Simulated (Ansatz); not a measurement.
# TiSn (model cell, started as zinc blende): a soft mode frozen in, part 3 of 3

Aim: this structure of TiSn (model cell, started as zinc blende) is to be tested for unstable modes, and one is followed downhill.

Ansatz 0.2.0; DFT PBEsol, scalar-relativistic, plane waves, PAW.

So far. Step 4 (The mode frozen in, largest atomic shift 0.6 Å): The run ends at a pressure of -3.84 GPa, with forces up to 0.43 eV/Å. Step 5 (Energy along the mode, all amplitudes (two of the runs …): The lowest of the steps tried is the last one, at 0.6 Å, 69.1 meV/atom below the parent; the bottom of the well need not coincide with a step.

The structure was built from a prototype and need not be the compound's stable phase.

## 6. Relaxing from the distorted cell (continued)

Step by step:

```
step  energy less that of the first step (eV)  largest force component (eV/Å)  pressure (GPa)  volume (Å³)
   1                                   0.0000                          0.4282           -3.84       240.98
   2                                  -0.8097                          0.8829           -0.76       215.40
   3                                  -1.5547                          1.1342           -0.27       202.67
   4                                  -2.3296                          0.8695            0.14       192.07
   5                                  -2.6865                          0.2462            0.02       185.50
   6                                  -2.7707                          0.2959            0.32       182.31
   7                                  -2.9012                          0.1419           -0.15       181.35
   8                                  -3.0291                          0.2737            0.13       179.93
   9                                  -3.1175                          0.2596            0.72       178.76
  10                                  -3.1393                          0.1619           -1.80       182.42
  11                                  -3.1276                          0.0948            2.66       172.17
  12                                  -3.1776                          0.0417           -0.23       178.66
  13                                  -3.1804                          0.0172            0.17       177.92
  14                                  -3.1798                          0.0217           -0.26       178.93
  15                                  -3.1807                          0.0007            0.01       178.28
 16*                                  -3.1752                          0.0009            0.01       178.28
```

Relaxation steps marked * repeat the geometry before them on a plane-wave basis chosen anew for their cell, so energy and pressure can jump there. Relaxation steps 11, 14 were tried and not accepted.

Forces are held to the 8 operations that the run works with; a distortion that breaks them can't arise in this run.

```
     cell as run  before  after   change
           a (Å)   6.223  5.300  -14.8 %
           b (Å)   6.223  5.300  -14.8 %
           c (Å)   7.622  7.370   -3.3 %
           α (°)   65.91  68.93   +4.6 %
           β (°)   65.91  68.93   +4.6 %
volume (Å³/atom)   30.12  22.29  -26.0 %
```

The atoms that moved most (Å, as changes of fractional coordinates times the final cell):

```
atom      dx      dy      dz  length
 Sn7   0.000  -1.048   0.000   1.048
 Sn8   0.000   1.048   0.000   1.048
 Ti3  -0.164   0.793  -0.164   0.826
 Ti2   0.164  -0.793  -0.164   0.826
 Ti1  -0.164  -0.793   0.164   0.826
 Ti4   0.164   0.793   0.164   0.826
```

This step gave:

```
pressure        : 0.009190 GPa
volume per atom : 22.29 Å³
```

The distorted start has space group I-42m; the relaxation ends in I-42m.

## 7. The new phase in its own primitive cell

The relaxed structure is symmetrised, reduced to its primitive cell and relaxed tightly, as its phonons need.

Contents of input.yaml:

```yaml
crystal:
  lattice:
    - [-2.6500965297, 2.6500965297, 6.3464078783]
    - [2.6500965297, -2.6500965297, 6.3464078783]
    - [2.6500965297, 2.6500965297, -6.3464078783]
  atoms:
    - { symbol: Ti, position: [0.8574393006, 0.5174660828, 0.0] }
    - { symbol: Ti, position: [0.5174660828, 0.8574393006, 0.0] }
    - { symbol: Ti, position: [0.1425606994, 0.1425606994, 0.6600267821] }
    - { symbol: Ti, position: [0.4825339172, 0.4825339172, 0.3399732179] }
    - { symbol: Sn, position: [0.5, 0.0, 0.5] }
    - { symbol: Sn, position: [0.0, 0.5, 0.5] }
    - { symbol: Sn, position: [0.8808031998, 0.8808031998, 0.0] }
    - { symbol: Sn, position: [0.1191968002, 0.1191968002, 0.0] }
kpoints:
  mp_grid: { grid: [8, 8, 8] }
hamiltonian:
  xc: pbesol
scf:
  occupations: { method: gaussian, width: 0.01 }
output:
  forces: true
  stress: true
  eigenvalues: true
relax:
  adjacent_minimum: "off"
  f_tol: 0.001
  max_steps: 60
  cell: { stress_tol: 0.01 }
```

Run with:

```bash
ansatz run input.yaml --threads 4 --pin off --max-ram 7168MiB --backend cpu --events-out ev --progress --plain --runs-dir out
```

Numbers of over 12 decimals in the logs are rounded to 6 here.

Output:

```text
[...]
Crystal: 8 atoms, lattice volume = 178.284 Å³
Basis set: ecut = 420 eV, 3469 PW (Γ), exchange–correlation on 100×100×100 points (8 copies of the dense FFT grid, shifted against one another)
Bands: 63, of which v1, the nominal top of the filled ones, is band 52 counted from 1 (51 counted from 0)
Symmetry: 8 space group operations
[...]
- [2.633859, 2.633859, -6.410743]
  atoms:
    - { symbol: Ti, position: [0.856414, 0.519056, 0.0] }
    - { symbol: Ti, position: [0.519056, 0.856414, 0.0] }
    - { symbol: Ti, position: [0.143586, 0.143586, 0.662641] }
    - { symbol: Ti, position: [0.480944, 0.480944, 0.337359] }
    - { symbol: Sn, position: [0.5, 0, 0.5] }
    - { symbol: Sn, position: [0, 0.5, 0.5] }
    - { symbol: Sn, position: [0.880346, 0.880346, 0] }
    - { symbol: Sn, position: [0.119654, 0.119654, 0] }
[key lines of the parts left out:]
SCF converged after 9 iterations
Free energy (F): -33691.800465 eV
Fermi energy:    11.602912 eV
P = ⅓ Tr σ = -0.0004 GPa (-0.004 kbar)
```

It took 2.9 min on 4 threads of Arm Neoverse V1, shared host; peak memory 0.95 GiB; 11 min of CPU time.

Step by step:

```
step  energy less that of the first step (eV)  largest force component (eV/Å)  pressure (GPa)  volume (Å³)
   1                                   0.0000                          0.0094            0.00       178.28
   2                                  -0.0002                          0.0124           -0.05       178.34
   3                                  -0.0008                          0.0272            0.06       177.71
   4                                  -0.0008                          0.0201            0.14       177.57
   5                                  -0.0011                          0.0052            0.00       177.94
   6                                  -0.0011                          0.0020            0.00       177.88
   7                                  -0.0011                          0.0005            0.00       177.89
  8*                                  -0.0010                          0.0005            0.00       177.89
```

Relaxation steps marked * repeat the geometry before them on a plane-wave basis chosen anew for their cell, so energy and pressure can jump there. Relaxation step 4 was tried and not accepted.

Forces are held to the 8 operations that the run works with; a distortion that breaks them can't arise in this run.

```
conventional cell, symmetrised  before   after  change
                         a (Å)   5.300   5.268  -0.6 %
                         b (Å)   5.300   5.268  -0.6 %
                         c (Å)  12.693  12.821  +1.0 %
              volume (Å³/atom)   22.29   22.24  -0.2 %
```

The atoms that moved most (Å, as changes of fractional coordinates times the final cell):

```
atom      dx      dy      dz  length
 Ti3   0.007   0.007  -0.004   0.010
 Ti4  -0.007  -0.007  -0.004   0.010
 Ti2  -0.007   0.007   0.004   0.010
 Ti1   0.007  -0.007   0.004   0.010
 Sn7   0.000   0.000  -0.006   0.006
 Sn8   0.000   0.000   0.006   0.006
```

The relaxed structure:

```xyz
8
Lattice="-2.6339 2.6339 6.4107 2.6339 -2.6339 6.4107 2.6339 2.6339 -6.4107" Properties=species:S:1:pos:R:3 pbc="T T T"
Ti   -0.8886    0.8886    8.8178
Ti    0.8886   -0.8886    8.8178
Ti    1.7453    1.7453   -2.4070
Ti    0.8886    0.8886    4.0037
Sn    0.0000    2.6339    0.0000
Sn    2.6339    0.0000    0.0000
Sn    0.0000    0.0000   11.2873
Sn    0.0000    0.0000    1.5341
```

This step gave:

- pressure: -4.46e-4 GPa
- volume per atom: 22.24 Å³

The largest force component left is 0.49 meV/Å and the pressure is 0.000 GPa, within the tolerances set. The cell now holds 22.24 Å³/atom.

## 8. Summary of results

| Quantity | Value |
| --- | --- |
| unstable mode of the parent | q = (0.25, -0.5, -0.25), 54i cm⁻¹ |
| depth at the lowest point sampled | 69.1 meV/atom |
| largest atomic shift at that point | 0.6 Å |
| space group reached (within 0.01 Å) | I-42m |
| energy gained over the parent (first relaxation, on the mesh of the frozen mode) | 466 meV/atom |
| volume per atom, phase reached | 22.2 Å³ |

What this shows: Along this mode the structure falls into I-42m, 466 meV/atom below the parent. At the parent's cell the well is 69.12 meV/atom deep on the steps tried, with its lowest point at a shift of 0.6 Å. That is the last step tried, so the steps alone don't bracket the bottom of the well. Relaxing atoms and cell changes the gain by +396.91 meV/atom against the lowest step (energies at zero smearing). Most of the total comes from this relaxation. The modes of the phase reached were not computed on this path. Of the 2 patterns followed to their end from this parent, this one ends 453 meV/atom above the lowest, Cm. Each path keeps the symmetry of its pattern, so a lower phase may lie along a pattern not tried. The program warns that the interpolation holds no quadrupole term, so branches close to Γ can be off in this crystal. Spin-orbit coupling is left out, which can matter for the heavy elements here. The starting cell was built on a prototype and not taken from a measurement, so the phase need not exist.

[Logs are printed without paths, hosts, clocks, repeated set-up lines and the standing remarks that a program may print on its own settings, such as how far it seeks lower states.]

[Hosts, paths, dates, database ids (printed as entryN), source tags and the programs' standing remarks are cut or masked in the printed files.]
